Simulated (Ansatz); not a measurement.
# Phonon transport in ZnO (zincite, P6_3mc)

How well does the lattice of ZnO (zincite) conduct heat?

Experimental results on record:
- thermal conductivity 60 W/m/K near room temperature (given in “Combining the AFLOW GIBBS and Elastic Libraries to efficiently and robustly screen thermo-mechanical properties of solids”, 2017, arXiv:1611.05714)

Method: DFT LDA, scalar-relativistic, plane waves, PAW; PAW set soft_1, in Ansatz 0.2.0.

### Step 1. Starting point

The structure is hexagonal, space group P6_3mc (No. 186). The conventional cell has a = 3.249 Å, b = 3.249 Å, c = 5.206 Å, α = 90.00°, β = 90.00°, γ = 120.00°. Nearest to Zn lie 4 O at 1.97 to 1.98 Å. Nearest to O lie 4 Zn at 1.97 to 1.98 Å. Farther neighbours and most contacts between anions are not listed.

Coordinates:

```cif
data_structure
_symmetry_space_group_name_H-M 'P6_3mc'
_symmetry_Int_Tables_number 186
_cell_length_a 3.2493
_cell_length_b 3.2493
_cell_length_c 5.2057
_cell_angle_alpha 90.000
_cell_angle_beta 90.000
_cell_angle_gamma 120.000
_cell_volume 47.60
loop_
_atom_site_label
_atom_site_type_symbol
_atom_site_symmetry_multiplicity
_atom_site_Wyckoff_symbol
_atom_site_fract_x
_atom_site_fract_y
_atom_site_fract_z
_atom_site_occupancy
Zn1 Zn 2 b 0.33333 0.66667 0.50000 1
O1 O 2 b 0.66667 0.33333 0.37901 1
```

### Step 2. Probe on a coarse mesh

A cheap single point shows whether the cell is a metal or an insulator and how far it is from rest; that sets the k-mesh and the occupations of what follows.

input.yaml

```yaml
crystal:
  lattice:
    - [3.249308, 0.0, 0.0]
    - [-1.624654, 2.8139832727, 0.0]
    - [0.0, 0.0, 5.205709]
  atoms:
    - { symbol: Zn, position: [0.3333333333, 0.6666666667, 0.5] }
    - { symbol: Zn, position: [0.6666666667, 0.3333333333, 0.0] }
    - { symbol: O, position: [0.6666666667, 0.3333333333, 0.37901] }
    - { symbol: O, position: [0.3333333333, 0.6666666667, 0.87901] }
kpoints:
  mp_grid: { grid: [6, 6, 4] }
hamiltonian:
  xc: lda
  pseudopotentials: { kind: paw, azcp: { folder: soft_1 }, xc_functional: pbe }
scf:
  occupations: { method: gaussian, width: 0.1 }
  lower_state_search: "off"
output:
  forces: true
  stress: true
  eigenvalues: true
```

On the command line:

```console
ansatz run input.yaml --threads 18 --pin off --max-ram 92160MiB --backend cuda --events-out ev --progress --plain --runs-dir out --max-vram 78GiB
```

Numbers of over 12 decimals in the logs are rounded to 6 here.

The log of the run:

```text
Engine: ansatz 0.2.0, aarch64-unknown-linux-gnu
Pseudopotentials: kind: paw
Pseudopotential: Zn, paw, valence charge 12, recommended cutoff 420 eV (normal), soft_1/Zn.paw.azcp
Pseudopotential: O, paw, valence charge 6, recommended cutoff 420 eV (normal), soft_1/O.paw.azcp
Functional definition: SPW92
  exchange = slater_x
  correlation = pw_c
device memory: the entry about to start is reckoned to put 0.8 GiB on a device that reports 176.3 GiB free (of which the cap on the GPU budget leaves the run 78.0 GiB)
GPU FFT provider: cuFFT
GPU libraries: cuBLAS 13.8.1, cuFFT 12.4.0, cuSOLVER 12.3.2
GPU matrix products: emulated (plane waves: as basis.precision tells), large ones in fixed point in workspaces of 1.00 GiB
Crystal: 4 atoms, lattice volume = 47.598 Å³
Basis set: ecut = 420 eV, 941 PW (Γ)
Bands: 22, of which v1, the nominal top of the filled ones, is band 18 counted from 1 (17 counted from 0)
Symmetry: 12 space group operations
Space group: P63mc (ITA 186), of the structure as read, at distance tolerance 3.6e-5 Å
k-points: 21 of 144 (time reversal used)
Non-local potential: Zn, projectors of the file, l = 0: 2, l = 1: 2, l = 2: 3, l = 3: 1
Non-local potential: O, projectors of the file, l = 0: 2, l = 1: 2, l = 2: 1
PAW form: soft (Blöchl's): semilocal exchange-correlation on the pseudo side does not see the compensation charge
PAW frozen core: Zn, regenerated for the run's functional, and the local potential with it (the file was generated under x = pbe(κ = 0.804, μ = 0.219515), c = pbe(β = 0.066725))
PAW frozen core: O, regenerated for the run's functional, and the local potential with it (the file was generated under x = pbe(κ = 0.804, μ = 0.219515), c = pbe(β = 0.066725))
PAW one-centre angular grid: Zn, 590 points (default); XC on 64 Gauss nodes
PAW one-centre angular grid: O, 110 points (default); XC on 64 Gauss nodes
Initial density: superposition of atomic densities (chi_scale 0.1, normalization cell, long waves kept (reshape's long-wave potential 0.00 eV rms))
Initial wavefunctions: pseudopotential atomic-orbital guess
GPU buffer pool allocated for 20736 grid points (all kernels)
GPU transforms: local potential and band sums: pruned to the plane-wave sphere, on 24×24×36
Functional: x = slater, c = lda
SCF iter   1: F=—  HF=-7604.879973 eV  |F-HF|=—  |Δ(HF+E_count)|=         —  Δρ=1.09e-1  dr2=3.07e0  ethr=3.10e-3  ⟨swp⟩=5.0  Hψ=2223  notcnv=0
preconditioner: auto → Resta (q_TF=auto, 2.604 Å⁻¹)  ε∞=6.5  [insulator: Δε(μ)=1.122 eV  Ē_g=13.796 eV  σ=0.100 eV  W_gap=1.00  n_scr=22 (ndim 8)  ℏωp=32.3 eV  f_vac=0.000  D(μ)=0.00/eV (n_scr^D=0)  ε∞_Penn≈6.5]
SCF iter   2: F=—  HF=-7604.015337 eV  |F-HF|=—  |Δ(HF+E_count)|=   8.65e-1  Δρ=2.24e-2  dr2=1.73e-1  ethr=3.10e-3  ⟨swp⟩=2.4  Hψ=1062  notcnv=0
SCF iter   3: F=—  HF=-7603.907305 eV  |F-HF|=—  |Δ(HF+E_count)|=   1.08e-1  Δρ=1.64e-2  dr2=1.14e-1  ethr=4.80e-4  ⟨swp⟩=2.0  Hψ=1050  notcnv=0
SCF iter   4: F=—  HF=-7603.894320 eV  |F-HF|=—  |Δ(HF+E_count)|=   1.30e-2  Δρ=7.00e-3  dr2=1.47e-2  ethr=3.17e-4  ⟨swp⟩=2.0  Hψ=882  notcnv=0
SCF iter   5: F=—  HF=-7603.899723 eV  |F-HF|=—  |Δ(HF+E_count)|=   5.40e-3  Δρ=1.77e-3  dr2=1.94e-3  ethr=4.08e-5  ⟨swp⟩=2.7  Hψ=1017  notcnv=0
SCF iter   6: F=—  HF=-7603.899502 eV  |F-HF|=—  |Δ(HF+E_count)|=   2.20e-4  Δρ=6.93e-4  dr2=1.61e-4  ethr=5.39e-6  ⟨swp⟩=2.9  Hψ=831  notcnv=0
SCF iter   7: F=—  HF=-7603.899579 eV  |F-HF|=—  |Δ(HF+E_count)|=   7.62e-5  Δρ=1.57e-4  dr2=5.74e-6  ethr=4.48e-7  ⟨swp⟩=2.4  Hψ=815  notcnv=0
SCF iter   8: F=—  HF=-7603.899628 eV  |F-HF|=—  |Δ(HF+E_count)|=   4.98e-5  Δρ=1.82e-5  dr2=1.82e-7  ethr=1.59e-8  ⟨swp⟩=2.0  Hψ=766  notcnv=0
SCF iter   9: F=-7603.899628 eV  HF=-7603.899628 eV  |F-HF|=3.17e-10  |Δ(HF+E_count)|=   5.83e-8  Δρ=2.69e-6  dr2=4.37e-9  ethr=2.78e-10  ⟨swp⟩=5.0  Hψ=2083  notcnv=0
SCF 1 converged in 9 iterations: F = -7603.899628 eV  dr2 = 4.37e-9
  greatest PAW one-centre occupation: 0.988 electrons in one spin orbital (limit 2), on the Zn atom at site 1 (counted from 0), in its partial waves of l = 2
SCF converged after 9 iterations
Free energy (F): -7603.899628 eV
Harris-Foulkes:  -7603.899628 eV  (|F-HF|=3.17e-10)
Internal energy: -7603.899628 eV  (E = F + TS)
E sigma→0 (E₀):  -7603.899628 eV
Fermi energy:    7.096962 eV
--- Per-component energies (eV) ---
  E_band       = 47.183052
  E_kinetic    = 628.293900
  E_local      = -4444.213136  (includes V_loc(G=0)·N_el)
  E_nonlocal   = 1762.608399
  E_hartree    = 1661.236576
  E_xc         = -294.509486
  E_vxc        = -282.037028  (∫ρ·V_xc dr)
  E_paw        = -3958.030456  (= ΣΔE_a)
  E_vpaw       = -939.944068  (= ΣTr[D̂ρ^β])
  E_aug_tail   = 0.001190  (compensation charges beyond the density's cutoff)
  E_ewald      = -2962.594745
  E_core_change = 3.308130  (= ΣΔE_core)
  E_smearing   = -0.000000  (= −TS)
  E_closure    = 0.000000  (closes the sum)
  Σ components = -7603.899628   (vs F -7603.899628, Δ=0.00e0)
--- Forces (eV/Å), atoms counted from 1 ---
  atom   1  Zn     0.00000000    -0.00000000    -0.05162876
  atom   2  Zn     0.00000000     0.00000000    -0.05162876
  atom   3  O      0.00000000    -0.00000000     0.05161702
  atom   4  O     -0.00000000     0.00000000     0.05161702
  max |Σ_I F_I| component: 2.35e-5 eV/Å
--- Stress (GPa, compression-positive) ---
       -7.617593      -0.000000      -0.000000
        0.000000      -7.617593      -0.000000
        0.000000      -0.000000      -5.917380
  P = ⅓ Tr σ = -7.0509 GPa (-70.509 kbar)
--- Band table (eV; the first three rows and the last of 21) ---
  k-point 0: bands = [... 14 lower, 5.9085, 6.6539, 6.7281, 6.7281, 7.4566, 11.8042, 14.8421, 19.3897]
  k-point 1: bands = [... 14 lower, 6.0307, 6.0307, 6.6103, 6.6103, 8.6020, 11.3208, 15.2872, 18.8809]
  k-point 2: bands = [... 14 lower, 6.3228, 6.3228, 6.3228, 6.3228, 10.1079, 10.1079, 16.6525, 16.6525]
  k-point 20: bands = [... 14 lower, 4.0035, 4.0035, 5.4900, 5.4900, 14.5820, 14.5820, 14.6113, 14.6113]
```

It took 0.79 s on 1 × NVIDIA GB200 with 18 threads of Arm Neoverse V2, shared host; peak memory 1.1 GiB.

A gap read on the k-mesh alone can miss the band edges.

This step gave:

```yaml
pressure: -7.051 GPa
volume_per_atom: 11.90 Å³/atom
gap_on_the_k_mesh: 0.7285 eV
```

Force by atom:

```
atom  x (eV/Å)  y (eV/Å)  z (eV/Å)    size
 Zn1    0.0000    0.0000   -0.0516  0.0516
 Zn2    0.0000    0.0000   -0.0516  0.0516
  O3    0.0000    0.0000    0.0516  0.0516
  O4    0.0000    0.0000    0.0516  0.0516
```

The start is under -7.1 GPa at this level and looks like an insulator or semiconductor on this mesh.

### Step 3. Relaxation

Phonons are second derivatives about a minimum, so cell and atoms are relaxed first, inside the symmetry of the start.

input.yaml, the sections that differ from step 2:

```yaml
kpoints:
  mp_grid: { grid: [9, 9, 6] }
scf:
  occupations: { method: gaussian, width: 0.02 }
  lower_state_search: "off"
relax:
  adjacent_minimum: "off"
  f_tol: 0.005
  max_steps: 80
  cell: { stress_tol: 0.05 }
# crystal, hamiltonian, output: as in step 2
```

The log of the run:

```text
[...]
Crystal: 4 atoms, lattice volume = 47.598 Å³
Basis set: ecut = 420 eV, 941 PW (Γ)
Bands: 22, of which v1, the nominal top of the filled ones, is band 18 counted from 1 (17 counted from 0)
Symmetry: 12 space group operations
[...]
k-points: 48 of 486 (time reversal used)
[...]
SCF iter   1: F=—  HF=-7604.881635 eV  |F-HF|=—  |Δ(HF+E_count)|=         —  Δρ=1.09e-1  dr2=3.06e0  ethr=3.10e-3  ⟨swp⟩=6.1  Hψ=5135  notcnv=0
[...]
SCF iter   2: F=—  HF=-7604.017421 eV  |F-HF|=—  |Δ(HF+E_count)|=   8.64e-1  Δρ=2.24e-2  dr2=1.72e-1  ethr=3.10e-3  ⟨swp⟩=2.5  Hψ=2432  notcnv=0
[...]
SCF iter   9: F=-7603.901886 eV  HF=-7603.901886 eV  |F-HF|=6.46e-11  |Δ(HF+E_count)|=   4.96e-8  Δρ=2.78e-6  dr2=4.53e-9  ethr=2.78e-10  ⟨swp⟩=5.0  Hψ=4733  notcnv=0
SCF 1 converged in 9 iterations: F = -7603.901886 eV  dr2 = 4.53e-9
[...]
relax step   1: F+E_penalty+E_count = -7603.90188553 eV  Δ(F+E_penalty+E_count) = +0.000e0 eV  max|allowed force component| = 5.162e-2 eV/Å  Δτ_max = 0.0000 Å  P = -7.043 GPa  Ω = 47.598 Å³  (9 SCF iters, dr2 threshold 1.00e-7 eV, accepted)
[...]
Crystal: 4 atoms, lattice volume = 46.412 Å³
[...]
iter 1 solved again at ethr=8.58e-6 eV; its pass at ethr=3.10e-3 eV (dr2=3.09e-3 eV) is discarded
[...]
SCF iter   2: F=—  HF=-7603.946268 eV  |F-HF|=—  |Δ(HF+E_count)|=   7.13e-4  Δρ=7.40e-4  dr2=2.48e-4  ethr=8.20e-6  ⟨swp⟩=2.0  Hψ=2001  notcnv=0
[...]
SCF iter   6: F=-7603.946248 eV  HF=-7603.946248 eV  |F-HF|=8.03e-8  |Δ(HF+E_count)|=   1.17e-6  Δρ=1.79e-5  dr2=9.42e-8  ethr=1.11e-9  ⟨swp⟩=4.7  Hψ=5771  notcnv=0
SCF 2 converged in 6 iterations: F = -7603.946248 eV  dr2 = 9.42e-8
[...]
relax step   2: F+E_penalty+E_count = -7603.94624794 eV  Δ(F+E_penalty+E_count) = -4.436e-2 eV  max|allowed force component| = 3.854e-2 eV/Å  Δτ_max = 0.0007 Å  P = -3.473 GPa  Ω = 46.412 Å³  energy of the carried Pulay correction = +4.243e-3 eV  (6 SCF iters, dr2 threshold 4.00e-7 eV, accepted)
[...]
relax step   3: F+E_penalty+E_count = -7603.96201864 eV  Δ(F+E_penalty+E_count) = -1.577e-2 eV  max|allowed force component| = 8.623e-4 eV/Å  Δτ_max = 0.0007 Å  P = +0.314 GPa  Ω = 45.306 Å³  energy of the carried Pulay correction = +8.293e-3 eV  (6 SCF iters, dr2 threshold 4.00e-7 eV, accepted)
[...]
relax step   4: F+E_penalty+E_count = -7603.96178454 eV  Δ(F+E_penalty+E_count) = +2.341e-4 eV  max|allowed force component| = 4.838e-4 eV/Å  Δτ_max = 0.0000 Å  P = +0.003 GPa  Ω = 45.392 Å³  energy of the carried Pulay correction = +7.975e-3 eV  (4 SCF iters, dr2 threshold 2.65e-7 eV, accepted)
[...]
relax step   5: F+E_penalty+E_count = -7603.95525007 eV  Δ(F+E_penalty+E_count) = +6.534e-3 eV  max|allowed force component| = 6.841e-4 eV/Å  Δτ_max = 0.0000 Å  P = -0.209 GPa  Ω = 45.392 Å³  stress off target by 2.25e-1 GPa  SCF on the basis re-selected at this cell (its energy is not comparable with the rows above)  (7 SCF iters)
[...]
relax step   6: F+E_penalty+E_count = -7603.95549832 eV  Δ(F+E_penalty+E_count) = -2.483e-4 eV  max|allowed force component| = 3.586e-4 eV/Å  Δτ_max = 0.0001 Å  P = -0.002 GPa  Ω = 45.334 Å³  energy of the carried Pulay correction = +2.095e-4 eV  (4 SCF iters, dr2 threshold 1.26e-7 eV, accepted)
[...]
SCF iter   2: F=—  HF=-7603.955352 eV  |F-HF|=—  |Δ(HF+E_count)|=   1.36e-4  Δρ=7.61e-6  dr2=1.39e-8  ethr=3.06e-10  ⟨swp⟩=2.9  Hψ=2160  notcnv=0
[...]
SCF iter   7: F=-7603.955352 eV  HF=-7603.955352 eV  |F-HF|=9.09e-13  |Δ(HF+E_count)|=  7.28e-12  Δρ=8.50e-8  dr2=2.21e-12  ethr=1.00e-12  ⟨swp⟩=4.0  Hψ=3740  notcnv=0
SCF 7 converged in 7 iterations: F = -7603.955352 eV  dr2 = 2.21e-12
relax step   7: F+E_penalty+E_count = -7603.95535225 eV  Δ(F+E_penalty+E_count) = +1.461e-4 eV  max|allowed force component| = 3.470e-4 eV/Å  Δτ_max = 0.0000 Å  P = -0.005 GPa  Ω = 45.334 Å³  stress off target by 9.13e-3 GPa  SCF on the basis re-selected at this cell (its energy is not comparable with the rows above)  (7 SCF iters)
basis re-selected at this cell: Δ(F+E_penalty+E_count) = +1.461e-4 eV, ΔP = -0.003 GPa vs the last step (what re-selecting the basis moved, of the pressure what is left beyond the Pulay correction that the steps carried, after the strain that the cell walked since its last selection, with what the two solves' SCF thresholds leave and, on support functions, any second-order correction that the steps lacked; it is no m [...]
SCF converged after 7 iterations
Free energy (F): -7603.955352 eV
[...]
Internal energy: -7603.955352 eV  (E = F + TS)
E sigma→0 (E₀):  -7603.955352 eV
Fermi energy:    7.884117 eV
[...]
--- Forces (eV/Å), atoms counted from 1 ---
  atom   1  Zn    -0.00000000     0.00000000     0.00034386
  atom   2  Zn    -0.00000000     0.00000000     0.00034386
  atom   3  O     -0.00000000     0.00000000    -0.00035010
  atom   4  O     -0.00000000    -0.00000000    -0.00035010
  max |Σ_I F_I| component: 1.25e-5 eV/Å
--- Stress (GPa, compression-positive) ---
       -0.009128       0.000000       0.000000
        0.000000      -0.009128       0.000000
        0.000000       0.000000       0.002577
  P = ⅓ Tr σ = -0.0052 GPa (-0.052 kbar)
--- Band table (eV; the first three rows and the last of 48) ---
  k-point 0: bands = [... 14 lower, 6.6272, 7.3796, 7.4870, 7.4870, 8.2809, 12.7707, 15.6760, 20.4732]
  k-point 1: bands = [... 14 lower, 6.6852, 6.8177, 7.4305, 7.4305, 8.9280, 12.5255, 15.8905, 20.4764]
  k-point 2: bands = [... 14 lower, 6.8443, 6.8443, 7.2747, 7.2747, 9.9392, 11.8745, 16.5114, 18.9490]
  k-point 47: bands = [... 14 lower, 4.6038, 4.6038, 6.1142, 6.1142, 15.4053, 15.4053, 15.5625, 15.5625]
--- Relaxed structure (5 steps of the walk, 5 accepted, 2 SCFs on fresh bases) ---
  F+E_penalty+E_count = -7603.95535225 eV   max|allowed force component| = 3.470e-4 eV/Å   (the final SCF, on the basis selected at the relaxed cell)
  cell:  # Å, volume = 45.3345 Å³
    - [3.187455, 0, 0]
    - [-1.593727, 2.760417, -1.524357983550655e-18]
    - [0, -2.8199755667166265e-18, 5.152403]
  atoms:
    - { symbol: Zn, position: [0.333333, 0.666667, 0.500272] }
    - { symbol: Zn, position: [0.666667, 0.333333, 0.000272444] }
    - { symbol: O, position: [0.666667, 0.333333, 0.378738] }
    - { symbol: O, position: [0.333333, 0.666667, 0.878738] }
```

Wall time 3.6 s (1 × NVIDIA GB200 with 18 threads); peak memory 1.1 GiB; 9.7 s of CPU time.

The steps of the relaxation:

```
step  energy less that of the first step (eV)  largest force component (eV/Å)  pressure (GPa)  volume (Å³)
   1                                   0.0000                          0.0516           -7.04        47.60
   2                                  -0.0444                          0.0385           -3.47        46.41
   3                                  -0.0601                          0.0009            0.31        45.31
   4                                  -0.0599                          0.0005            0.00        45.39
   5                                  -0.0534                          0.0007           -0.21        45.39
   6                                  -0.0536                          0.0004            0.00        45.33
  7*                                  -0.0535                          0.0003           -0.01        45.33
```

Relaxation steps marked * repeat the geometry before them on a plane-wave basis chosen anew for their cell, so energy and pressure can jump there. The log counts 2 steps on a newly chosen plane-wave basis, not all of them marked here; energy and pressure can jump at such steps.

The run keeps the 12 symmetry operations that it works with, so distortions that break them were not tested.

```
conventional cell, symmetrised  before  after  change
                         a (Å)   3.249  3.187  -1.9 %
                         b (Å)   3.249  3.187  -1.9 %
                         c (Å)   5.206  5.152  -1.0 %
              volume (Å³/atom)   11.90  11.33  -4.8 %
```

Final coordinates:

```cif
data_structure
_symmetry_space_group_name_H-M 'P 1'
_symmetry_Int_Tables_number 1
_cell_length_a 3.1875
_cell_length_b 3.1875
_cell_length_c 5.1524
_cell_angle_alpha 90.000
_cell_angle_beta 90.000
_cell_angle_gamma 120.000
_cell_volume 45.33
loop_
_atom_site_label
_atom_site_type_symbol
_atom_site_fract_x
_atom_site_fract_y
_atom_site_fract_z
_atom_site_occupancy
Zn1 Zn 0.33333 0.66667 0.50027 1
Zn2 Zn 0.66667 0.33333 0.00027 1
O3 O 0.66667 0.33333 0.37874 1
O4 O 0.33333 0.66667 0.87874 1
```

This step gave:

| Quantity | Value |
| --- | --- |
| pressure | -0.005226 GPa |
| gap on the k-mesh | 0.7939 eV |
| volume per atom | 11.33 Å³/atom |

The relaxation ends with a largest force component of 3.5e-4 eV/Å and a pressure of -0.01 GPa.

### Step 4. Tight relaxation

The thresholds are tightened for a last relaxation ahead of the phonons, and where mesh or smearing change with them the cell follows.

input.yaml, the sections that differ from step 3:

```yaml
crystal:
  lattice:
    - [3.1874549898, 0.0, 0.0]
    - [-1.5937274949, 2.7604169946, 0.0]
    - [0.0, 0.0, 5.1524030769]
  atoms:
    - { symbol: Zn, position: [0.3333333333, 0.6666666667, 0.5002724439] }
    - { symbol: Zn, position: [0.6666666667, 0.3333333333, 0.0002724439] }
    - { symbol: O, position: [0.6666666667, 0.3333333333, 0.3787375561] }
    - { symbol: O, position: [0.3333333333, 0.6666666667, 0.8787375561] }
scf:
  occupations: { method: fixed }
  lower_state_search: "off"
relax:
  adjacent_minimum: "off"
  f_tol: 0.001
  max_steps: 60
  cell: { stress_tol: 0.01 }
# kpoints, hamiltonian, output: as in step 3
```

The log of the run:

```text
[...]
GPU FFT provider: cuFFT
GPU libraries: cuBLAS 13.8.1, cuFFT 12.4.0, cuSOLVER 12.3.2
[...]
Crystal: 4 atoms, lattice volume = 45.334 Å³
Basis set: ecut = 420 eV, 881 PW (Γ)
Bands: 22, of which v1, the nominal top of the filled ones, is band 18 counted from 1 (17 counted from 0)
Symmetry: 12 space group operations
[...]
--- Relaxed structure (1 steps of the walk, 1 accepted, 1 SCFs on fresh bases) ---
[...]
cell:  # Å, volume = 45.3345 Å³
    - [3.187455, 0.0, 0.0]
    - [-1.593727, 2.760417, 0.0]
    - [0.0, 0.0, 5.1524030769]
  atoms:
    - { symbol: Zn, position: [0.333333, 0.666667, 0.5002724439] }
    - { symbol: Zn, position: [0.666667, 0.333333, 0.0002724439] }
    - { symbol: O, position: [0.666667, 0.333333, 0.378738] }
    - { symbol: O, position: [0.333333, 0.666667, 0.878738] }
[key lines of the parts left out:]
SCF converged after 7 iterations
Free energy (F): -7603.955352 eV
Fermi energy:    7.486972 eV
P = ⅓ Tr σ = -0.0052 GPa (-0.052 kbar)
```

It took 1.6 s on 1 × NVIDIA GB200 with 18 threads; peak memory 1.1 GiB.

Little changed from the start: no atom moved by 0.005 Å and no cell edge by 0.1 %.

This step gave:

| Item | Value |
| --- | --- |
| pressure | -0.005231 GPa |

The residual pressure is -0.0052 GPa, small enough for phonons.

### Step 5. An input with a fault

This input was changed on purpose, to see how the program answers.

input.yaml, the sections that differ from step 4:

```yaml
kpoints:
  mp_grid: { grid: [10, 10, 6] }
scf:
  occupations: { method: fixed }
  lower_state_search: "off"
  max_iter: 60
output:
  eigenvalues: true
phonons:
  supercell: [2, 2, 2]
  dielectric: false
  third_order: { supercell: [2, 2, 2], pair_cutoff: 2.1 }
  lattice_thermal_conductivity:
    qmesh: [11, 11, 7]
    temperatures: [-10, 0, 300]
    isotope_mass_variance:
      - { species: O, variance: 3.359e-05 }
      - { species: Zn, variance: 0.0005982 }
# crystal, hamiltonian: as in step 4
# relax: removed
```

The log of the run:

```text
Error: invalid value for `phonons.lattice_thermal_conductivity.temperatures`: every temperature must be finite and > 0; got -10 K
```

The job ended after 0.02 s (18 threads; peak memory 0.035 GiB).

The input was rejected at the start.

The program's message: “Error: invalid value for `phonons.lattice_thermal_conductivity.temperatures`: every temperature must be finite and > 0; got -10 K”

The fault put into the input: a temperature of 0 K or below.

[end of part 1 of 3]

[Logs are printed without paths, hosts, clocks, repeated set-up lines and the standing remarks that a program may print on its own settings, such as how far it seeks lower states.]

[Hosts, paths, dates, database ids (printed as entryN), source tags and the programs' standing remarks are cut or masked in the printed files.]

[A step with changed settings may run another functional than the one named; its input shows which.]
